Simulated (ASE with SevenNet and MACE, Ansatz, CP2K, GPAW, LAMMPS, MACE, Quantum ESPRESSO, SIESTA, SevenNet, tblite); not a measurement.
**Machine-learned potentials on amorphous Hg33S25Se8 (66 atoms): settings against a plane-wave reference**

How do the settings of machine-learned potentials change the result for amorphous Hg33S25Se8 (66 atoms)? A plane-wave run serves as the yardstick.

Program: ASE with SevenNet and MACE. Level of theory: the method is named at each step. Results are calculated unless marked as measured.

## 1. The starting structure

The cell holds 66 atoms: 33 Hg, 25 S and 8 Se. Its edges and angles: a = 12.034 Å, b = 12.034 Å, c = 12.034 Å, α = 90.0°, β = 90.0°, γ = 90.0°. 66 atoms (33 Hg, 25 S, 8 Se) placed at random at 7.67 g/cm³, melted at 2500 K for 10 ps at fixed volume with the Stillinger-Weber II-VI potential (Zhou et al., Phys. Rev. B 88, 085309 (2013)). Quenched from 2500 K to 500 K at 30 K/ps and fixed volume, held 5 ps, then minimised at fixed cell.

The yardstick, on the same geometry:

| Property | Result |
| --- | --- |
| method | Kohn-Sham DFT, PBE, SSSP efficiency 1.3.0 pseudopotentials, plane waves (Quantum ESPRESSO 7.5); sssp-pbe-1.3.0-efficiency, cutoffs 45/360 Ry, Γ point |
| r.m.s. force component | 0.397 eV/Å |
| longest force | 1.349 eV/Å |
| pressure | -0.5803 GPa |
| time | 7 min on 4 MPI ranks of Arm Neoverse V2, shared host |
| CPU time | 28 min |

## 2. SevenNet l3i5 potential

Method: machine-learned interatomic potential SevenNet l3i5, trained on PBE(+U) plane-wave data.

Contents of run.py:

```python
import numpy as np
from ase.io import read
import mlip  # loads the published weights by name

atoms = read("structure.xyz")
atoms.calc = mlip.calc("7net-l3i5")
energy = atoms.get_potential_energy()
forces = atoms.get_forces()
print(f"energy {energy:.6f} eV")
print("forces (eV/A)")
for i, (a, f) in enumerate(zip(atoms, forces)):
    print(f"{i:4d} {a.symbol:2s} {f[0]:10.5f} {f[1]:10.5f} {f[2]:10.5f}")
stress = -atoms.get_stress(voigt=False) * 160.21766
print("stress (GPa, compression positive)")
for row in stress:
    print(" ".join(f"{x:10.4f}" for x in row))
```

Contents of structure.xyz:

```xyz
66
Lattice="12.03400 0.00000 0.00000 0.00000 12.03400 0.00000 0.00000 0.00000 12.03400" Properties=species:S:1:pos:R:3 pbc="T T T"
Hg 3.71321 4.87353 4.20239
Hg 4.37580 5.17269 0.91073
Hg 7.04867 10.79618 2.63196
Hg 1.94722 10.26524 4.92696
Hg 6.93688 7.33496 7.22726
Hg 9.51456 1.15611 6.63783
Hg 8.77435 9.93166 5.61458
Hg 9.45656 5.20723 8.46399
Hg 1.33818 7.31727 10.55261
Hg 2.82270 10.53890 1.59932
Hg 10.79089 9.52010 8.55052
Hg 6.03637 0.08171 5.72830
Hg 7.55675 4.41491 11.24325
Hg 0.39712 4.29144 4.71083
Hg 6.38849 3.86496 6.23831
Hg 1.36887 3.30129 0.05319
Hg 10.08738 0.10181 11.65409
Hg 10.50845 6.98273 4.63177
Hg 1.33938 0.38509 10.82434
Hg 0.58509 3.45484 8.08841
Hg 3.81779 5.66525 8.73680
Hg 11.13338 9.93286 2.90802
Hg 8.68434 8.53235 0.32408
Hg 3.40334 1.31977 3.99300
Hg 10.75442 4.90012 1.55804
Hg 7.56614 6.37321 3.19262
Hg 4.17496 1.43120 8.94283
Hg 6.88116 11.63579 9.49976
Hg 10.74311 1.78212 3.47518
Hg 5.18726 8.41502 0.30723
Hg 5.15332 1.82267 0.25981
Hg 7.45879 2.82197 3.06410
Hg 1.95071 7.09621 6.13626
S 1.12000 1.75492 5.25970
S 5.02143 9.69411 10.11975
S 7.66927 11.05768 0.04007
S 5.82048 6.20894 5.02781
S 0.97114 10.32577 7.44267
S 0.50206 4.84922 10.25802
S 8.13089 0.61903 4.23850
S 2.53785 4.54536 6.71365
S 3.69973 11.84254 11.59344
S 2.88094 8.29829 8.63548
S 9.87065 5.78715 11.22736
S 8.74029 8.77459 3.10092
S 6.83038 6.42459 0.74166
S 4.88111 3.03642 2.62510
S 4.26088 8.67856 5.76248
S 10.41615 3.56832 6.62580
S 7.84063 2.15854 0.55693
S 6.53446 10.04165 7.25169
S 11.14372 11.43759 5.11662
S 1.67658 1.03841 8.25436
S 4.44981 2.14699 6.40245
S 4.53658 10.92110 3.67518
S 11.07970 8.56051 10.89606
[... 6 atom lines left out ...]
Se 0.88486 7.97349 3.67398
Se 3.81538 3.65797 10.65611
Se 6.51990 4.99279 8.71021
Se 0.06306 10.38089 0.40615
```

On the command line:

```console
$ OMP_NUM_THREADS=1 python run.py > output.txt
```

The log of the run:

```text
energy -128.310333 eV
forces (eV/A)
   0 Hg   -0.35918    0.00057   -0.10197
   1 Hg   -0.14599    0.27647   -0.09064
   2 Hg   -0.41783    0.27551   -0.47457
   3 Hg    0.12143   -0.28466    0.49285
   4 Hg   -0.42537    0.25678    0.26699
   5 Hg    0.35351    0.12667    0.24190
   6 Hg    0.01017    0.57825    0.34028
   7 Hg    0.27867   -0.39766    0.40577
   8 Hg    0.36828    0.05593   -0.31103
   9 Hg    0.09995   -0.16240    0.13290
  10 Hg    0.46666    0.10567   -0.03243
  11 Hg   -0.44865    0.31847    0.48851
  12 Hg    0.62178   -0.67678    0.17328
  13 Hg    0.32187   -0.43442   -0.33844
  14 Hg   -0.32980   -0.23252   -0.30154
  15 Hg   -0.13031   -0.27251    0.29274
  16 Hg   -0.09845    0.27283    0.24408
  17 Hg    0.60054   -0.14173   -0.08180
  18 Hg   -0.20127    0.33313   -0.55389
  19 Hg   -0.07574   -0.42223    0.30732
  20 Hg   -0.34685    0.67380    0.02634
  21 Hg    0.18143    0.50642   -0.00239
  22 Hg   -0.10163    0.13001   -0.55439
  23 Hg   -0.73959   -0.00709    0.14396
[...]
58 Se   -0.36139   -0.35885    0.37088
  59 Se    0.74909   -0.01459    0.23296
  60 Se    0.17889   -0.13041   -0.08387
  61 Se   -0.32150    0.58011   -0.11528
  62 Se   -0.29047   -0.27029    0.55182
  63 Se   -0.03254    0.11063    0.34699
  64 Se    0.38615    0.33576    0.18732
  65 Se   -0.26115   -0.19189   -0.38029
stress (GPa, compression positive)
   -0.1798    -0.1918     0.2215
   -0.1918     0.1589     0.2293
    0.2215     0.2293    -0.1122
```

Elapsed: 8 s, on 1 thread of Arm Neoverse V2, shared host; peak memory 0.9 GiB.

Banners, paths, timers and routine set-up lines are dropped from the logs unmarked, and long logs keep their key lines alone; longer cuts are marked.

Against the reference:

```
r.m.s. force component                  : 0.4361 eV/Å
r.m.s. difference of force components   : 150.6 meV/Å
longest difference of force vectors     : 575.6 meV/Å
force difference over r.m.s. force      : 37.93 %
slope of forces against the reference's : 1.031
correlation of force components         : 0.9389
pressure                                : -0.0444 GPa
pressure difference                     : 0.5359 GPa
```

Length of the force difference by element (eV/Å):

| element | atoms | mean | most |
| --- | --- | --- | --- |
| Hg | 33 | 0.18 | 0.28 |
| S | 25 | 0.32 | 0.58 |
| Se | 8 | 0.21 | 0.33 |

A closer look about Hg7, which has 5 bonded neighbours where the commonest count for Hg is 4: 13 atoms, nearest first, numbered in the order of the input, with positions taken from that point.

| atom | x | y | z | distance (Å) | bonds | Fx | Fy | Fz (eV/Å) |
| --- | --- | --- | --- | --- | --- | --- | --- | --- |
| Hg7 | 0.00 | 0.00 | 0.00 | 0.00 | 5 | 0.01 | 0.58 | 0.34 |
| S45 | -0.03 | -1.16 | -2.51 | 2.77 | 6 | -0.03 | -0.11 | 0.04 |
| S51 | -2.24 | 0.11 | 1.64 | 2.78 | 4 | 0.48 | 0.16 | -0.85 |
| S52 | 2.37 | 1.51 | -0.50 | 2.85 | 5 | -0.46 | -0.39 | -0.34 |
| Se61 | 0.87 | -2.36 | 1.48 | 2.92 | 5 | 0.18 | -0.13 | -0.08 |
| S40 | -0.64 | 2.72 | -1.38 | 3.12 | 6 | -0.29 | 0.22 | 0.21 |
| Hg6 | 0.74 | 3.26 | 1.02 | 3.49 | 4 | 0.35 | 0.13 | 0.24 |
| Hg12 | -2.74 | 2.18 | 0.11 | 3.50 | 4 | -0.45 | 0.32 | 0.49 |
| Hg3 | -1.73 | 0.86 | -2.98 | 3.55 | 4 | -0.42 | 0.28 | -0.47 |
| Hg18 | 1.73 | -2.95 | -0.98 | 3.56 | 4 | 0.60 | -0.14 | -0.08 |
| Hg5 | -1.84 | -2.60 | 1.61 | 3.57 | 4 | -0.43 | 0.26 | 0.27 |
| Hg11 | 2.02 | -0.41 | 2.94 | 3.59 | 4 | 0.47 | 0.11 | -0.03 |
| Hg22 | 2.36 | 0.00 | -2.71 | 3.59 | 4 | 0.18 | 0.51 | 0.00 |

Atoms are counted from 1 here, from 0 in the log.

Forces lie 38 % from the reference's, at 0.0043 times its CPU time (on 1 against 4 cores).

## 3. MACE MP-0b2 small potential

Method: machine-learned interatomic potential MACE MP-0b2 small, trained on PBE(+U) plane-wave data.

Edit run.py of step 2 so:

```diff
@@ -5,3 +5,3 @@
 atoms = read("structure.xyz")
-atoms.calc = mlip.calc("7net-l3i5")
+atoms.calc = mlip.calc("mace-mp-0b2-small")
 energy = atoms.get_potential_energy()
```

structure.xyz is that of step 2.

The log of the run:

```text
energy -129.995110 eV
forces (eV/A)
   0 Hg   -0.36896    0.26200   -0.17522
   1 Hg   -0.15717    0.45375    0.01048
   2 Hg   -0.45167    0.21086   -0.50919
   3 Hg    0.20121   -0.11845    0.36248
   4 Hg   -0.47996    0.22041    0.05632
   5 Hg    0.24357    0.14899    0.16077
   6 Hg   -0.20967    0.46900    0.25215
   7 Hg    0.28605   -0.45477    0.39788
   8 Hg    0.47224   -0.05413   -0.47473
   9 Hg    0.14771   -0.01564    0.20432
  10 Hg    0.58658    0.15171   -0.21611
  11 Hg   -0.35274    0.43824    0.60235
  12 Hg    0.72357   -0.77961    0.37496
  13 Hg    0.33378   -0.20708   -0.46131
  14 Hg   -0.21428   -0.31438   -0.32716
  15 Hg   -0.07816   -0.36902    0.14182
  16 Hg   -0.00580    0.35996    0.31573
  17 Hg    0.69758   -0.28277   -0.10554
  18 Hg   -0.31636    0.36152   -0.62045
  19 Hg   -0.10027   -0.40839    0.54942
  20 Hg   -0.30741    0.88658    0.01105
  21 Hg    0.14112    0.61163    0.21567
  22 Hg    0.03777    0.13424   -0.48344
  23 Hg   -0.70411   -0.10080    0.14001
[...]
58 Se   -0.11697   -0.11710    0.42962
  59 Se    0.43184   -0.21698    0.33705
  60 Se    0.33118   -0.11231    0.02717
  61 Se   -0.17551    0.71136   -0.04393
  62 Se   -0.32080   -0.40569    0.27315
  63 Se   -0.11757   -0.11360    0.44028
  64 Se    0.43738    0.33490    0.26984
  65 Se   -0.35718   -0.10501   -0.38180
stress (GPa, compression positive)
    0.3363    -0.1470     0.3230
   -0.1470     0.5407     0.2165
    0.3230     0.2165     0.5723
```

Elapsed: 5.9 s, on 1 thread; peak memory 0.67 GiB.

Compared with the plane-wave run:

```
r.m.s. force component                  : 0.4377 eV/Å
r.m.s. difference of force components   : 175.4 meV/Å
longest difference of force vectors     : 564.8 meV/Å
force difference over r.m.s. force      : 44.19 %
slope of forces against the reference's : 1.01
correlation of force components         : 0.9162
pressure                                : 0.4831 GPa
pressure difference                     : 1.063 GPa
```

Against the first run (38 %), the force difference from the reference is 44 %, at 0.80 times the CPU time.

## 4. MACE MPA-0 medium potential

Method: machine-learned interatomic potential MACE MPA-0 medium, trained on PBE(+U) plane-wave data.

Edit run.py of step 3 so:

```diff
@@ -5,3 +5,3 @@
 atoms = read("structure.xyz")
-atoms.calc = mlip.calc("mace-mp-0b2-small")
+atoms.calc = mlip.calc("mace-mpa-0-medium")
 energy = atoms.get_potential_energy()
```

structure.xyz is that of step 3.

The log of the run:

```text
energy -127.897786 eV
forces (eV/A)
   0 Hg   -0.17825    0.09614   -0.04360
   1 Hg   -0.10978    0.32769   -0.02387
   2 Hg   -0.39078    0.24650   -0.49190
   3 Hg    0.20716   -0.25101    0.53159
   4 Hg   -0.52600    0.25858    0.10388
   5 Hg    0.37704    0.04710    0.08946
   6 Hg    0.09485    0.38314    0.27451
   7 Hg    0.23248   -0.36671    0.28946
   8 Hg    0.38948   -0.06825   -0.41270
   9 Hg    0.13551   -0.26556    0.14236
  10 Hg    0.60413    0.09800   -0.32672
  11 Hg   -0.42223    0.42583    0.48569
  12 Hg    0.51401   -0.70000    0.21475
  13 Hg    0.09125   -0.42309   -0.25207
  14 Hg   -0.41968   -0.08595   -0.35407
  15 Hg   -0.16801   -0.23157    0.25277
  16 Hg   -0.13177    0.27768    0.35077
  17 Hg    0.51995   -0.28848    0.01828
  18 Hg   -0.30256    0.31515   -0.73001
  19 Hg   -0.02677   -0.48952    0.33777
  20 Hg   -0.16225    0.61552    0.01588
  21 Hg    0.09172    0.46950    0.01988
  22 Hg   -0.08519    0.04960   -0.54477
  23 Hg   -0.57417    0.14275    0.19808
[...]
58 Se   -0.28580   -0.33468    0.26623
  59 Se    0.64925   -0.04149    0.30196
  60 Se    0.17682   -0.16098   -0.03943
  61 Se   -0.39735    0.74820   -0.00936
  62 Se   -0.23535   -0.29756    0.50840
  63 Se   -0.16642   -0.07616    0.35163
  64 Se    0.49143    0.34482    0.24405
  65 Se   -0.20557    0.08296   -0.39945
stress (GPa, compression positive)
   -0.1639    -0.1903     0.2392
   -0.1903     0.2011     0.2172
    0.2392     0.2172     0.1093
```

Run time: 6.4 s. Hardware: 1 thread; peak memory 0.76 GiB.

Compared with the plane-wave run:

```yaml
r_m_s_force_component: 0.401 eV/Å
r_m_s_difference_of_force_components: 122.7 meV/Å
longest_difference_of_force_vectors: 423.1 meV/Å
force_difference_over_r_m_s_force: 30.91 %
slope_of_forces_against_the_reference_s: 0.9625
correlation_of_force_components: 0.9528
pressure: 0.0488 GPa
pressure_difference: 0.6291 GPa
```

Against the first run (38 %), the force difference from the reference is 31 %, at 0.90 times the CPU time.

## 5. The ladder

Differences are against the plane-wave reference, forces as r.m.s. over components; share is that over the reference's r.m.s. force, slope the least-squares factor from reference forces to these. Total energies of different programs have different zeros and aren't compared.

| run | Δ force, r.m.s. (meV/Å) | share (%) | slope | Δ pressure (GPa) | cores | CPU time | memory (GiB) |
| --- | --- | --- | --- | --- | --- | --- | --- |
| reference | - | - | - | - | 4 | 28 min | 4.5 |
| SevenNet l3i5 potential | 151 | 37.9 | 1.031 | 0.536 | 1 | 7.2 s | 0.9 |
| MACE MP-0b2 small potential | 175 | 44.2 | 1.010 | 1.06 | 1 | 5.7 s | 0.67 |
| MACE MPA-0 medium potential | 123 | 30.9 | 0.963 | 0.629 | 1 | 6.4 s | 0.76 |

Times of the machine-learned potentials are mostly Python's start and the loading of weights.

CPU time is summed over cores on a shared host, where runs went side by side, so it is rough. Symmetry, cutoffs, thresholds, outputs and thread counts weren't matched or tuned between programs; memory under MPI is the largest rank's times the ranks.

## 6. What came out

| Quantity | Value |
| --- | --- |
| nearest in forces | MACE MPA-0 medium potential, 31 % |
| its CPU time | 6.4 s |

In words: Machine-learned potentials differ by 31 % (MACE MPA-0 medium potential) to 44 % (MACE MP-0b2 small potential); they were trained on other programs' data. The reference's pressure holds the uncorrected Pulay stress of its 45 Ry basis, so small pressure differences, and their order, may be the reference's own error. Machine-learned potentials mimic data converged in k, so the reference's own k-point error enters their differences. The quench rate of 30 K/ps is many orders above laboratory rates, so the cell is likely richer in defects and strain than a real sample. The network of bonds at the start is that of the classical potential that made the cell, and needn't be the one that DFT or experiment would give. The electronic-structure runs sample only Γ, in a cell whose shortest periodic width is 12 Å, which is coarse for a cell with partly filled levels. Spin–orbit coupling is left out, which matters for the levels of the heavy elements.

[Also dropped from logs without a mark: logging warnings of Python, and SIESTA's first energy breakdown and zero terms.]

[Logs are printed without paths, hosts, clocks, repeated set-up lines and the standing remarks that a program may print on its own settings, such as how far it seeks lower states.]

[Hosts, paths, dates, database ids (printed as entryN), source tags and the programs' standing remarks are cut or masked in the printed files.]
